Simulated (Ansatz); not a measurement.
# Structural relaxation of a frame of liquid (K,Li)2CO3 from 1000 K (114 atoms), part 3 of 3

Aim: bring a frame of liquid (K,Li)2CO3 from 1000 K (114 atoms) to a nearby minimum of the energy and see what moves.

Ansatz 0.2.0; Kohn-Sham DFT, PBE, PAW (set soft_2), plane waves.

The cell: 19 C, 57 O, 14 K and 24 Li. The network of bonds at the start is that of the classical potential that made the cell. Sampling is at Γ alone, for a cell whose shortest periodic width is 12 Å.

So far, density (g/cm³): step 4 (local order after relaxation) 1.94.

### Step 5. Single point at the relaxed geometry

The electronic structure is read at the final geometry, in a run of its own.

File input.yaml:

```yaml
crystal:
  lattice:
    - [11.90089, 0.0224, -0.32957]
    - [0.0224, 11.71855, -0.3907]
    - [-0.32957, -0.3907, 11.38216]
  atoms:
    - { symbol: C, position: [0.34578, 0.07345, 0.43096] }
    - { symbol: O, position: [0.30082, 0.97833, 0.38964] }
    - { symbol: O, position: [0.3586, 0.09463, 0.54504] }
    - { symbol: O, position: [0.38093, 0.14767, 0.36208] }
    - { symbol: C, position: [0.85341, 0.58715, 0.72875] }
    - { symbol: O, position: [0.78545, 0.60608, 0.81378] }
    - { symbol: O, position: [0.90212, 0.67612, 0.68909] }
    - { symbol: O, position: [0.87314, 0.48631, 0.68438] }
    - { symbol: C, position: [0.04903, 0.79445, 0.03701] }
    - { symbol: O, position: [0.08706, 0.76702, 0.14102] }
    - { symbol: O, position: [0.0749, 0.89093, 0.99819] }
    - { symbol: O, position: [0.98606, 0.72164, 0.9718] }
    - { symbol: C, position: [0.13256, 0.7591, 0.50679] }
    - { symbol: O, position: [0.1465, 0.77139, 0.3963] }
    - { symbol: O, position: [0.12398, 0.85115, 0.57667] }
    - { symbol: O, position: [0.12965, 0.6586, 0.54779] }
    - { symbol: C, position: [0.18466, 0.14998, 0.00247] }
    - { symbol: O, position: [0.14453, 0.17832, 0.10304] }
    - { symbol: O, position: [0.11759, 0.1367, 0.90779] }
    - { symbol: O, position: [0.29238, 0.13363, 0.99575] }
    - { symbol: C, position: [0.95856, 0.02371, 0.29371] }
    - { symbol: O, position: [0.91726, 0.12067, 0.26227] }
    - { symbol: O, position: [0.05827, 0.02502, 0.34518] }
    - { symbol: O, position: [0.90059, 0.93061, 0.27882] }
    - { symbol: C, position: [0.88219, 0.60679, 0.33905] }
    - { symbol: O, position: [0.88434, 0.51656, 0.40016] }
    - { symbol: O, position: [0.91568, 0.70268, 0.39203] }
    - { symbol: O, position: [0.84907, 0.59989, 0.22845] }
    - { symbol: C, position: [0.95087, 0.20132, 0.61719] }
    - { symbol: O, position: [0.04064, 0.21854, 0.56282] }
    - { symbol: O, position: [0.94406, 0.23897, 0.72617] }
    - { symbol: O, position: [0.86575, 0.14499, 0.56507] }
    - { symbol: C, position: [0.62757, 0.95022, 0.44803] }
    - { symbol: O, position: [0.63716, 0.0544, 0.41028] }
    - { symbol: O, position: [0.56887, 0.93668, 0.53668] }
    - { symbol: O, position: [0.68069, 0.8687, 0.39356] }
    - { symbol: C, position: [0.58881, 0.04399, 0.09374] }
    - { symbol: O, position: [0.69082, 0.04175, 0.1413] }
    - { symbol: O, position: [0.50446, 0.00971, 0.14898] }
    - { symbol: O, position: [0.56924, 0.0822, 0.99037] }
    - { symbol: C, position: [0.7918, 0.9544, 0.81797] }
    - { symbol: O, position: [0.77504, 0.86722, 0.87757] }
    - { symbol: O, position: [0.89255, 0.99255, 0.80427] }
    - { symbol: O, position: [0.70845, 0.00507, 0.76461] }
    - { symbol: C, position: [0.44864, 0.59918, 0.52452] }
    - { symbol: O, position: [0.39771, 0.54174, 0.60047] }
    - { symbol: O, position: [0.55398, 0.62179, 0.53793] }
    - { symbol: O, position: [0.38673, 0.63315, 0.43531] }
    - { symbol: C, position: [0.39084, 0.84376, 0.85161] }
    - { symbol: O, position: [0.34427, 0.84492, 0.95147] }
    - { symbol: O, position: [0.43079, 0.93741, 0.81479] }
    - { symbol: O, position: [0.39668, 0.74761, 0.78731] }
    - { symbol: C, position: [0.13231, 0.39726, 0.34643] }
    - { symbol: O, position: [0.17189, 0.45555, 0.26703] }
    - { symbol: O, position: [0.04859, 0.3262, 0.32003] }
    - { symbol: O, position: [0.17722, 0.40566, 0.45426] }
    - { symbol: C, position: [0.64007, 0.33256, 0.28018] }
    - { symbol: O, position: [0.63601, 0.44213, 0.2765] }
    - { symbol: O, position: [0.72957, 0.28555, 0.33328] }
    - { symbol: O, position: [0.5607, 0.26754, 0.23313] }
    - { symbol: C, position: [0.84122, 0.35528, 0.02856] }
    - { symbol: O, position: [0.9062, 0.34595, 0.94272] }
    - { symbol: O, position: [0.75032, 0.41676, 0.02131] }
    - { symbol: O, position: [0.86734, 0.3065, 0.12636] }
    - { symbol: C, position: [0.21358, 0.44702, 0.82543] }
    - { symbol: O, position: [0.26547, 0.54545, 0.84697] }
    - { symbol: O, position: [0.1448, 0.41247, 0.89793] }
    - { symbol: O, position: [0.23262, 0.38523, 0.72828] }
    - { symbol: C, position: [0.61567, 0.23914, 0.69876] }
    - { symbol: O, position: [0.69751, 0.27765, 0.76821] }
    - { symbol: O, position: [0.53154, 0.18489, 0.73907] }
    - { symbol: O, position: [0.61365, 0.25004, 0.58526] }
    - { symbol: C, position: [0.53236, 0.60448, 0.02448] }
    - { symbol: O, position: [0.63302, 0.62496, 0.07313] }
    - { symbol: O, position: [0.52513, 0.55768, 0.91652] }
    - { symbol: O, position: [0.44379, 0.62993, 0.08068] }
    - { symbol: K, position: [0.23763, 0.9657, 0.16386] }
    - { symbol: K, position: [0.38799, 0.32223, 0.546] }
    [... 30 atom lines left out ...]
    - { symbol: Li, position: [0.12432, 0.35436, 0.59951] }
    - { symbol: Li, position: [0.01081, 0.22982, 0.171] }
    - { symbol: Li, position: [0.72556, 0.18483, 0.47197] }
    - { symbol: Li, position: [0.15738, 0.93776, 0.43347] }
    - { symbol: Li, position: [0.04145, 0.28162, 0.86959] }
    - { symbol: Li, position: [0.72153, 0.51282, 0.16124] }
kpoints:
  mp_grid: { grid: [1, 1, 1] }
hamiltonian:
  xc: pbe
scf:
  occupations: { method: fermi_dirac, width: 0.025 }
output:
  forces: true
  stress: true
  populations: true
  dos:
    method: { smearing: { sigma: 0.15 } }
    de: 0.1
    projected: { site_lists: { C: [C], K: [K], Li: [Li], O: [O] } }
  eigenvalues: true
  write_density: true
  write_potential: true
  volumetric_format: npy
```

Run with:

```
> ansatz run input.yaml --threads 4 --pin off --max-ram 8192MiB --backend cpu --events-out ev --progress --plain --runs-dir out
```

Numbers of over 12 decimals in the logs are rounded to 6 here.

The program printed:

```text
[...]
Crystal: 114 atoms, lattice volume = 1584.280 Å³
Basis set: ecut = 420 eV, 30929 PW (Γ), exchange–correlation on 160×160×160 points (8 copies of the dense FFT grid, shifted against one another)
Bands: 422, of which v1, the nominal top of the filled ones, is band 308 counted from 1 (307 counted from 0)
Symmetry: 1 space group operations
[...]
k-points: 1
[...]
SCF iter   1: F=—  HF=-63620.540497 eV  |F-HF|=—  |Δ(HF+E_count)|=         —  Δρ=1.72e-3  dr2=6.01e-2  ethr=1.77e-3  ⟨swp⟩=6.0  Hψ=1809  notcnv=0  defer=52
[...]
SCF iter   9: F=-63620.543974 eV  HF=-63620.543974 eV  |F-HF|=1.50e-8  |Δ(HF+E_count)|=   9.48e-8  Δρ=2.05e-6  dr2=5.33e-8  ethr=1.62e-11  ⟨swp⟩=18.0  Hψ=3559  notcnv=0
SCF 1 converged in 9 iterations: F = -63620.543974 eV  dr2 = 5.33e-8
[...]
SCF converged after 9 iterations
Free energy (F): -63620.543974 eV
[...]
Internal energy: -63620.543974 eV  (E = F + TS)
E sigma→0 (E₀):  -63620.543974 eV
Fermi energy:    4.308537 eV
[...]
--- Forces (eV/Å), atoms counted from 1 ---
  atom   1  C     -0.00003796    -0.00054483    -0.00299580
  atom   2  O     -0.00056681    -0.00443047    -0.00097806
  atom   3  O     -0.00008743     0.00046232     0.00110648
  atom   4  O     -0.00220681     0.00012079    -0.00370082
  atom   5  C      0.00412224    -0.00062375    -0.00041618
  atom   6  O     -0.00213414     0.00201969     0.00447554
  atom   7  O      0.00177221     0.00332799    -0.00421169
  atom   8  O      0.00123477    -0.00230481     0.00019024
  atom   9  C     -0.00121279    -0.00739042    -0.00185234
  atom  10  O      0.00116978     0.00030440    -0.00042742
  atom  11  O      0.00234669     0.00586852     0.00112043
  atom  12  O     -0.00030663     0.00088680    -0.00080805
  atom  13  C     -0.00231433    -0.00583192    -0.00008711
  atom  14  O      0.00105845     0.00701500     0.00121665
[...]
atom 113  Li    -0.00301966     0.00438239     0.00067205
  atom 114  Li     0.00065193    -0.00242230     0.00022258
  max |Σ_I F_I| component: 1.19e-4 eV/Å
--- Stress (GPa, compression-positive) ---
        0.009804       0.003721      -0.005573
        0.003721       0.003760      -0.010861
       -0.005569      -0.010856      -0.006913
  P = ⅓ Tr σ = 0.0022 GPa (0.022 kbar)
--- Band table (eV) ---
[...]
--- Löwdin populations: 114 sites ---
  site symbol       q [e]
     0      C      3.3370
     1      O      6.6516
     2      O      6.6915
[...]
113     Li      2.2420
  spilling = 0.008663 (of n_electrons = 616.000000)
```

The job ended after 27 s (4 threads of AMD EPYC 7R43, shared host; peak memory 2.2 GiB).

Read from the output:

* free energy: -63620.5440 eV
* free energy per atom: -558.0749 eV/atom
* SCF cycles: 9
* pressure: 0.002217 GPa
* r.m.s. force component: 0.00301 eV/Å
* longest force: 0.01768 eV/Å
* Fermi energy: 4.309 eV
* gap (highest filled to lowest empty level): 3.894 eV
* spilling of the projection: 0.008663

Löwdin charges by element and coordination (they lack the spilled electrons, 0.047 e an atom on average):

| element | coordination | atoms | mean charge (e) | spread | least | most |
| --- | --- | --- | --- | --- | --- | --- |
| C | all | 19 | 0.658 | 0.0131 | 0.638 | 0.683 |
| K | all | 14 | 0.855 | 0.0071 | 0.843 | 0.866 |
| K | 5 | 2 | 0.856 | 8.0e-4 | 0.855 | 0.857 |
| K | 6 | 5 | 0.858 | 0.0075 | 0.846 | 0.866 |
| K | 7 | 4 | 0.855 | 0.0073 | 0.844 | 0.864 |
| K | 8 | 2 | 0.857 | 0.0027 | 0.855 | 0.860 |
| K | 9 | 1 | 0.843 | 0 | 0.843 | 0.843 |
| Li | all | 24 | 0.768 | 0.0085 | 0.758 | 0.793 |
| Li | 3 | 2 | 0.791 | 0.0016 | 0.790 | 0.793 |
| Li | 4 | 18 | 0.766 | 0.0048 | 0.758 | 0.777 |
| Li | 5 | 4 | 0.767 | 0.0056 | 0.76 | 0.775 |
| O | all | 57 | -0.659 | 0.0247 | -0.723 | -0.608 |
| O | 3 | 3 | -0.624 | 0.0172 | -0.648 | -0.608 |
| O | 4 | 34 | -0.655 | 0.0225 | -0.697 | -0.615 |
| O | 5 | 17 | -0.671 | 0.0232 | -0.723 | -0.621 |
| O | 6 | 3 | -0.672 | 0.0067 | -0.678 | -0.663 |

Density of states as counts of states in windows of 1 eV (from the Fermi level), total and the larger projections:

| from (eV) | to (eV) | total | O p | C p | O s | K p |
| --- | --- | --- | --- | --- | --- | --- |
| -14 | -13 | 28.8 | 0.3 | 0.1 | 0.0 | 28.3 |
| -13 | -11 | 0.0 | 0.0 | 0.0 | 0.0 | 0.0 |
| -11 | -10 | 2.8 | 1.6 | 0.0 | 0.7 | 0.0 |
| -10 | -9 | 35.2 | 19.4 | 0.2 | 9.8 | 0.3 |
| -9 | -8 | 32.2 | 21.2 | 5.8 | 3.8 | 0.1 |
| -8 | -7 | 81.6 | 51.2 | 20.6 | 7.6 | 0.4 |
| -7 | -6 | 0.2 | 0.1 | 0.1 | 0.0 | 0.0 |
| -6 | -5 | 0.0 | 0.0 | 0.0 | 0.0 | 0.0 |
| -5 | -4 | 54.8 | 51.5 | 0.2 | 0.2 | 0.1 |
| -4 | -3 | 97.0 | 94.3 | 0.1 | 0.1 | 0.2 |
| -3 | -2 | 36.0 | 35.4 | 0.0 | 0.0 | 0.0 |
| -2 | -1 | 2.2 | 2.2 | 0.0 | 0.0 | 0.0 |
| -1 | 1 | 0.0 | 0.0 | 0.0 | 0.0 | 0.0 |
| 1 | 2 | 1.2 | 0.0 | 0.0 | 0.2 | 0.0 |
| 2 | 3 | 5.8 | 0.7 | 1.0 | 0.4 | 0.0 |
| 3 | 4 | 49.3 | 14.0 | 17.3 | 1.2 | 0.1 |
| 4 | 5 | 25.2 | 1.8 | 1.3 | 1.4 | 0.1 |

Between -26 and -14 eV lie 169 more states.

About 76 of the 616 electrons lie in deeper levels, below the stored range.

The levels nearest the highest filled one (over half full), pooled over k-points and spins:

| level less the highest filled one (eV) | occupation |
| --- | --- |
| -0.352 | 2 |
| -0.275 | 2 |
| -0.233 | 2 |
| -0.212 | 2 |
| -0.190 | 2 |
| 0 | 2 |
| 3.89 | 0 |
| 4.68 | 0 |
| 4.89 | 0 |
| 4.94 | 0 |
| 4.99 | 0 |
| 5.08 | 0 |

Valence density in the bc plane at fractional x = 0.130, with atoms of C and O and K and Li within 0.2 Å of it. It is the smooth field of the valence electrons, not physical close to the nuclei.

Ten steps, logarithmic in the rise over the least value, from '0' (0.0 e/Å³) to '9' (6.2 e/Å³), each cell a mean:
```
113577531012355421000000112355531
125799741124788641000000011223211
125899631125899742000012321111000
013565421124677531000246764200000
001222100012334321001368986310000
000000000001222210001478986300000
000000000011221100000256764200000
000000000011211000000123322222100
000000111137730000012343224675310
000001222269951000135786446998520
000001222136632100147998667998521
000001111112454311147887777665320
000000000124676421124555776532453
221100000124676421001124798633785
333100001134676421000125899732443
443210001246776532100024676421123
332100001245677753100011232110012
111000001123457864200000111100001
100001111111246653100011233210011
100134442100123321000013566421111
101358874200001111110124787521111
001479985200000122210013565422221
002367763100000122210011333344431
112456532000111111100001123456642
```
Columns run along b (11.7 Å), rows up along c (11.4 Å). Atoms in or near the plane, at fractional coordinates: C at (0.76, 0.51), O at (0.77, 0.40), O at (0.85, 0.58), O at (0.66, 0.55), O at (0.18, 0.10), O at (0.14, 0.91), C at (0.40, 0.35), O at (0.41, 0.90), K at (0.73, 0.78), Li at (0.35, 0.60).

Electrostatic potential energy in the bc plane at fractional x = 0.130, with atoms of C and O and K and Li within 0.2 Å of it. With pseudopotentials it is smooth inside the atoms' cores, unlike the true potential.

Ten even steps from '0' (-39 eV) to '9' (8 eV), each cell a mean:
```
999744799999999999999999999998999
998300599999622799999999999999999
998301699999300599999998889999999
999978999999855899999875347899999
999999999999999999999840004899999
999999999999999999999730004899999
999999999999999999999864357999999
999999999998899999999998889999999
999999999974468999999999999868999
999999999852258999998447886102899
999999999975589999993001422003899
999999999999989999996212000568999
899999999999756999999886103798657
899999999999646899999998402797435
999999999997313799999999201698668
999999999985000699999999756999999
999999999997322579999999999999999
999999999999873269999999999999999
999999999999998799999999999999999
999999899999999999999999867999999
999983259999999999999999635999999
999950039999999988899999878999999
999973479999999988899999988999999
999865799999999999999999998986899
```
Columns run along b (11.7 Å; values clipped at the 3rd and 97th percentile), rows up along c (11.4 Å). Atoms in or near the plane, at fractional coordinates: C at (0.76, 0.51), O at (0.77, 0.40), O at (0.85, 0.58), O at (0.66, 0.55), O at (0.18, 0.10), O at (0.14, 0.91), C at (0.40, 0.35), O at (0.41, 0.90), K at (0.73, 0.78), Li at (0.35, 0.60).

Mean Löwdin charges: C +0.66, K +0.86, Li +0.77, O -0.66 e (they miss 0.87 % of the electrons, so they add up to more than the cell's charge).

The surroundings of Li91, picked at random, nearest first, numbered as they follow in the input and with coordinates relative to it.

| atom | x | y | z | distance (Å) | bonds | Löwdin charge (e) |
| --- | --- | --- | --- | --- | --- | --- |
| Li91 | 0.00 | 0.00 | 0.00 | 0.00 | 4 | 0.76 |
| O8 | 0.42 | 1.52 | -1.15 | 1.95 | 3 | -0.61 |
| O70 | -1.71 | -0.96 | -0.06 | 1.96 | 4 | -0.62 |
| O31 | 1.24 | -1.39 | -0.60 | 1.96 | 4 | -0.66 |
| O62 | 0.72 | -0.23 | 1.83 | 1.98 | 4 | -0.62 |
| Li94 | -0.31 | -2.65 | -0.41 | 2.70 | 5 | 0.78 |
| Li113 | 2.35 | -0.95 | 0.98 | 2.72 | 4 | 0.76 |
| C5 | 0.17 | 2.68 | -0.68 | 2.77 | 3 | 0.64 |
| C61 | -0.08 | -0.15 | 2.83 | 2.83 | 3 | 0.67 |
| C29 | 1.36 | -1.79 | -1.83 | 2.90 | 3 | 0.68 |
| O6 | -0.67 | 2.87 | 0.30 | 2.96 | 4 | -0.67 |
| O63 | -1.16 | 0.57 | 2.75 | 3.04 | 4 | -0.67 |
| C69 | -2.66 | -1.39 | -0.81 | 3.11 | 3 | 0.65 |
| Li96 | -1.76 | 2.06 | 1.61 | 3.15 | 4 | 0.77 |

The column of bonds counts only the pairs O-Li within 2.58 Å, O-C within 1.73 Å, O-K within 3.43 Å; other neighbours, such as metal atoms beside each other in a compound, aren't counted, and periodic images can show an atom twice.

### Step 6. Other settings

LDA has no gradient correction and tends to overbind. Changed here: accuracy = "medium", hamiltonian.xc = "lda" and scf.n_extra_bands = 32.

This step: Kohn-Sham DFT, LDA, PAW (set soft_2), plane waves (Ansatz 0.2.0).

File input.yaml:

```yaml
crystal:
  lattice:
    - [11.7456, 0.0, 0.0]
    - [0.0, 11.7456, 0.0]
    - [0.0, 0.0, 11.7456]
  atoms:
    [... the 114 atom lines of step 2 ...]
kpoints:
  mp_grid: { grid: [1, 1, 1] }
hamiltonian:
  xc: lda
scf:
  occupations: { method: fermi_dirac, width: 0.025 }
  n_extra_bands: 32
output:
  forces: true
  stress: true
  populations: true
  dos:
    method: { smearing: { sigma: 0.15 } }
    de: 0.1
    projected: { site_lists: { C: [C], K: [K], Li: [Li], O: [O] } }
  eigenvalues: true
accuracy: medium
```

The program printed:

```text
[...]
Crystal: 114 atoms, lattice volume = 1620.413 Å³
Basis set: ecut = 420 eV, 31559 PW (Γ)
Bands: 340, of which v1, the nominal top of the filled ones, is band 308 counted from 1 (307 counted from 0)
Symmetry: 1 space group operations
[...]
k-points: 1
[...]
SCF iter   1: F=—  HF=-62094.445899 eV  |F-HF|=—  |Δ(HF+E_count)|=         —  Δρ=1.05e-2  dr2=1.66e0  ethr=1.77e-3  ⟨swp⟩=6.0  Hψ=1463  notcnv=0  defer=18
[...]
SCF iter  10: F=—  HF=-62093.811716 eV  |F-HF|=—  |Δ(HF+E_count)|=   4.02e-7  Δρ=6.31e-6  dr2=6.53e-7  ethr=3.30e-10  ⟨swp⟩=3.0  Hψ=583  notcnv=0  defer=23
SCF iter  11: F=-62093.811716 eV  HF=-62093.811716 eV  |F-HF|=2.27e-8  |Δ(HF+E_count)|=   7.27e-8  Δρ=1.61e-6  dr2=6.66e-8  ethr=1.62e-11  ⟨swp⟩=12.0  Hψ=1988  notcnv=0
SCF 1 converged in 11 iterations: F = -62093.811716 eV  dr2 = 6.66e-8
[...]
SCF converged after 11 iterations
Free energy (F): -62093.811716 eV
[...]
Internal energy: -62093.811716 eV  (E = F + TS)
E sigma→0 (E₀):  -62093.811716 eV
Fermi energy:    3.995468 eV
[...]
Σ components = -62093.811716   (vs F -62093.811716, Δ=0.00e0)
--- Forces (eV/Å), atoms counted from 1 ---
  atom   1  C      1.23117734    -2.68255887     0.22536403
  atom   2  O      1.12244158     2.37005399     1.91030818
  atom   3  O     -1.69644190    -0.09149295    -4.02187036
  atom   4  O     -0.59496008     0.47487162     1.10978604
[...]
atom 114  Li     0.34295429     0.45661085    -0.76626039
  max |Σ_I F_I| component: 9.80e-5 eV/Å
--- Stress (GPa, compression-positive) ---
       -0.191228      -0.302842      -1.799567
       -0.302842       1.768305       0.108183
       -1.799567       0.108183       2.289835
  P = ⅓ Tr σ = 1.2890 GPa (12.890 kbar)
--- Band table (eV) ---
[...]
--- Löwdin populations: 114 sites ---
  site symbol       q [e]
     0      C      3.3817
     1      O      6.6550
     2      O      6.6820
[...]
113     Li      2.2569
  spilling = 0.009865 (of n_electrons = 616.000000)
```

Wall time 24 s (4 threads); peak memory 1.8 GiB.

Geometry and reference: those of the single point at the start.

Forces differ from those of the single point at the start by 317 meV/Å r.m.s., 13 % of their size; the pressure by -5.1 GPa and the gap by -0.14 eV. It took 0.75 times the reference's time (shared host, so rough).

### Step 7. Results

```json
{"energy change in the relaxation": "-236.5 meV/atom", "r.m.s. displacement": "0.85 Å", "largest displacement": "2.09 Å", "free energy per atom": "-558.0749 eV/atom", "pressure": "0.002217 GPa", "r.m.s. force component": "0.00301 eV/Å", "gap (highest filled to lowest empty level)": "3.894 eV", "wall time of the 4 DFT runs": "20 min"}
```

What this shows: Relaxation lowers the energy by 237 meV/atom and moves atoms by 0.85 Å r.m.s.; the r.m.s. force component goes from 2.5 to 0.0030 eV/Å, the pressure goes from 6.4 to 0.0022 GPa, and the gap from 1.78 to 3.89 eV. Displacements are taken in the final cell, so they leave out its strain. By the final cutoffs 48 of 253 bonded pairs parted and 43 joined. The cell shrank by 2.2 % in volume. From the first step to the last the energy fell by 26.965 eV, across changes of basis, and the largest move was 2.09 Å (O11). The O-Li bonds change most in mean length: from 2.149 Å (spread 0.196) to 2.008 Å (spread 0.102), and their number from 108 to 98. Counting bonds as in the table, all C atoms have 3, 36 % of K atoms have 6, 75 % of Li atoms have 4 and 60 % of O atoms have 4 bonded neighbours. The highest filled and lowest empty levels differ by 3.89 eV (at Γ alone); a semilocal functional tends to put such gaps too low. In a disordered cell it changes from sample to sample and from frame to frame.

**Limits.** The network of bonds at the start is that of the classical potential that made the cell; in DFT 48 of its 253 bonded pairs passed out of the cutoffs and 43 came within them.

[Logs are printed without paths, hosts, clocks, repeated set-up lines and the standing remarks that a program may print on its own settings, such as how far it seeks lower states.]

[Hosts, paths, dates, database ids (printed as entryN), source tags and the programs' standing remarks are cut or masked in the printed files.]
